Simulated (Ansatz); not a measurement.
# Bands, cutoff and cost in G0W0 for AlN (F-43m), part 2 of 2

Wanted: a G0W0 gap for AlN (F-43m) that is converged in bands and cutoff, or an estimate of the limit.

Ansatz 0.2.0; G0W0 on PBE, plane waves, PAW; PAW set soft_1. Known limits of the many-body steps: not at the basis limit; coarse k mesh.

So far. Step 4 (133 empty bands, screening to 200 eV): Against the run with 6×6×6 mesh, 62 empty bands, screening to 120 eV, PAW set soft_1 files, the gap moves by +0.20 eV. Step 5 (Changing the k mesh: 4×4×4 mesh, 62 empty bands …): Against the run with 6×6×6 mesh, 62 empty bands, screening to 120 eV, PAW set soft_1 files, the gap moves by −0.06 eV, while the start moved by −0.02 eV.

**6. Changing the frequency model: 6×6×6 mesh, 62 empty bands, screening to 120 eV, plasmon pole, PAW set soft_1 files**

A plasmon pole stands in for the full frequency dependence of the screening; this run shows what that costs in accuracy.

File input.yaml:

```yaml
crystal:
  lattice:
    - [0.0, 2.1839935596, 2.1839935596]
    - [2.1839935596, 0.0, 2.1839935596]
    - [2.1839935596, 2.1839935596, 0.0]
  atoms:
    - { symbol: Al, position: [0.0, 0.0, 0.0] }
    - { symbol: "N", position: [0.75, 0.75, 0.75] }
kpoints:
  mp_grid: { grid: [6, 6, 6] }
hamiltonian:
  xc: pbe
  pseudopotentials: { kind: paw, azcp: { folder: soft_1 } }
scf:
  occupations: { method: fixed }
gw:
  n_empty_bands: 62
  ecut_chi: 120
  qp_bands: [v2, c2]
  qp_kpoints: band_edges
  screening: { model: godby_needs }
```

On the command line:

```sh
> ansatz run input.yaml --threads 3 --pin off --max-ram 92160MiB --backend cuda --events-out ev --progress --plain --runs-dir out --devices 1 --max-vram 13GiB
```

Numbers of over 12 decimals in the logs are rounded to 6 here.

Log:

```text
GPUs: using 1 of 1 available (devices: 1).
[...]
GPU FFT provider: cuFFT
GPU libraries: cuBLAS 13.8.2, cuFFT 12.4.0, cuSOLVER 12.3.4
Crystal: 2 atoms, lattice volume = 20.835 Å³
Basis set: ecut = 420 eV, 411 PW (Γ)
Bands: 8, of which v1, the nominal top of the filled ones, is band 4 counted from 1 (3 counted from 0)
Symmetry: 24 space group operations
[...]
k-points: 16 of 216 (time reversal used)
[...]
1     6     18.6294    -6.9105    -5.1415   -13.1362  0.8155    19.7217    19.7136  root
[...]
12     3      5.1996   -21.2109     3.6769   -16.5476  0.7852     4.2063     4.2132  root
    12     4      5.1996   -21.2109     3.6769   -16.5476  0.7852     4.2063     4.2132  root
    12     5     10.2882    -5.8665    -3.8136   -10.1533  0.8363    10.7625    10.7614  root
    12     6     15.5843    -6.0620    -4.4425   -11.3011  0.8386    16.3843    16.3809  root
[key lines of the parts left out:]
SCF converged after 7 iterations
Free energy (F): -924.207667 eV
Fermi energy:    6.965493 eV
```

The job ended after 12 s (1 × NVIDIA H100 80GB HBM3 (shared by 6 runs) with 3 threads of AMD EPYC 7R13 (Zen 3), shared host; peak memory 0.95 GiB).

Numbers from this step:

```yaml
bands_summed: 66
plasmon_pole_fit_frequency: 23.01 eV
rpa_eps_infinity_on_this_mesh_eigenvalues: 4.407, 4.407, 4.407
plane_waves_in_the_screening_matrix: 59
g0w0_gap_on_the_mesh: 4.527 eV
k_of_the_valence_top: 0, 0, 0
k_of_the_conduction_bottom: 0, -0.5, -0.5
starting_gap_on_the_mesh: 3.323 eV
least_direct_g0w0_gap_on_the_computed_points: 5.726 eV
```

Against the run with 6×6×6 mesh, 62 empty bands, screening to 120 eV, PAW set soft_1 files, the gap moves by −0.05 eV.

**7. Changing the files: 6×6×6 mesh, 62 empty bands, screening to 120 eV, hard PAW files**

Other atomic data (hard PAW) test the pseudisation: the cutoff goes from 420 to 900 eV and the valence electrons from 8 to 16, which opens shells that were frozen.

This step: G0W0 on PBE, plane waves, PAW.

input.yaml, the sections that differ from step 6:

```yaml
hamiltonian:
  xc: pbe
  pseudopotentials: { kind: paw, source: ansatz }
gw:
  n_empty_bands: 62
  ecut_chi: 120
  qp_bands: [v2, c2]
  qp_kpoints: band_edges
  screening: { model: contour_deformation }
# crystal, kpoints, scf: as in step 6
```

Log:

```text
GPUs: using 1 of 1 available (devices: 1).
[...]
GPU FFT provider: cuFFT
GPU libraries: cuBLAS 13.8.2, cuFFT 12.4.0, cuSOLVER 12.3.4
Crystal: 2 atoms, lattice volume = 20.835 Å³
Basis set: ecut = 900 eV, 1243 PW (Γ)
Bands: 12, of which v1, the nominal top of the filled ones, is band 8 counted from 1 (7 counted from 0)
Symmetry: 24 space group operations
[...]
k-points: 16 of 216 (time reversal used)
[...]
1    10     20.2504    -6.9004    -5.2957   -13.1354  0.7992    21.1999    21.1898  root
[...]
12     7      6.8308   -21.2498     3.6319   -16.5907  0.7721     5.7903     5.8036  root
    12     8      6.8308   -21.2498     3.6319   -16.5907  0.7721     5.7903     5.8036  root
    12     9     11.9222    -5.8777    -3.8821   -10.1846  0.8323    12.3482    12.3470  root
    12    10     17.2179    -5.9937    -4.5601   -11.2689  0.8334    17.9371    17.9330  root
[key lines of the parts left out:]
SCF converged after 7 iterations
Free energy (F): -2817.779021 eV
Fermi energy:    8.605123 eV
```

It took 11 s on 1 × NVIDIA H100 80GB HBM3 (shared by 6 runs) with 3 threads; peak memory 1 GiB.

This step gave:

- bands summed: 70
- RPA ε∞ on this mesh (eigenvalues): 4.442, 4.442, 4.442
- plane waves in the screening matrix: 59
- G0W0 gap on the mesh: 4.544 eV
- k of the valence top: 0, 0, 0
- k of the conduction bottom: 0, -0.5, -0.5
- starting gap on the mesh: 3.317 eV
- least direct G0W0 gap on the computed points: 5.725 eV

Against the run with 6×6×6 mesh, 62 empty bands, screening to 120 eV, PAW set soft_1 files, the gap moves by −0.04 eV.

**8. Side by side**

Times are wall times on 1 × NVIDIA H100 80GB HBM3 (shared by 6 runs) with 3 threads of AMD EPYC 7R13 (Zen 3), shared host, good to a factor of about two.

| mesh | files | frequency | bands summed | cutoff (eV) | start (eV) | G0W0 (eV) | time | host memory (GiB) |
| --- | --- | --- | --- | --- | --- | --- | --- | --- |
| 6×6×6 | PAW set soft_1 | contour deformation | 25 | 60 | 3.323 | 4.276 | 12 s | 0.96 |
| 6×6×6 | PAW set soft_1 | contour deformation | 66 | 120 | 3.323 | 4.580 | 10 s | 0.97 |
| 6×6×6 | PAW set soft_1 | contour deformation | 137 | 200 | 3.323 | 4.777 | 20 s | 1.0 |
| 4×4×4 | PAW set soft_1 | contour deformation | 66 | 120 | 3.299 | 4.516 | 9 s | 0.96 |
| 6×6×6 | PAW set soft_1 | plasmon pole | 66 | 120 | 3.323 | 4.527 | 12 s | 0.95 |
| 6×6×6 | hard PAW | contour deformation | 70 | 120 | 3.317 | 4.544 | 11 s | 1.0 |

The parts of the quasiparticle energy at the two band edges (eV; QP = start + Σx + Σc − Vxc):

| run | edge | start | Σx | Σc | Vxc | Z | QP |
| --- | --- | --- | --- | --- | --- | --- | --- |
| 25 bands | valence top | 6.97 | -21.73 | 3.75 | -17.68 | 0.79 | 6.66 |
| 25 bands | conduction bottom | 10.29 | -5.87 | -3.64 | -10.15 | 0.83 | 10.93 |
| 66 bands | valence top | 6.97 | -21.73 | 3.25 | -17.68 | 0.78 | 6.16 |
| 66 bands | conduction bottom | 10.29 | -5.87 | -3.83 | -10.15 | 0.83 | 10.74 |
| 137 bands | valence top | 6.97 | -21.73 | 2.98 | -17.68 | 0.78 | 5.90 |
| 137 bands | conduction bottom | 10.29 | -5.87 | -3.90 | -10.15 | 0.83 | 10.67 |

**9. Outcome**

| Quantity | Value |
| --- | --- |
| 25 bands, 60 eV | 4.276 eV |
| 66 bands, 120 eV | 4.580 eV |
| 137 bands, 200 eV | 4.777 eV |
| estimated limit in bands and cutoff | 4.96 eV |
| mesh and start | 6×6×6, PBE |

In words: A line in one over the bands through the two highest rungs gives 4.96 eV, +0.18 eV from the top rung; the pair below gives 4.77 eV, so the estimate is still climbing. The rungs stand 0.69 eV (25 bands), 0.38 eV (66 bands) and 0.18 eV (137 bands) from it. From 25 to 137 bands the gap moves by +0.50 eV. Σc changes by −0.76 eV at the valence top and −0.26 eV at the conduction bottom, so the valence edge carries most of the change. On the 4×4×4 mesh in place of 6×6×6 the gap differs by −0.06 eV, of which −0.02 eV is already in the start. The plasmon-pole model gives −0.05 eV against contour deformation, 4 % of the correction, and saved no time in this program. Hard PAW files move the gap by −0.04 eV at equal bands and cutoff, −0.01 eV of it in the start.

[Paths, hosts, dates, memory and timing lines, banners, echoed tables and standing remarks are left out of the program output.]

[Logs are printed without paths, hosts, clocks, repeated set-up lines and the standing remarks that a program may print on its own settings, such as how far it seeks lower states.]

[Runs of the session that timed out or met a known fault of the program may be left out.]

[Cells called generated may have been cut or substituted from an entry of the Crystallography Open Database or the Materials Project.]

[Hosts, paths, dates, database ids (printed as entryN), source tags and the programs' standing remarks are cut or masked in the printed files.]
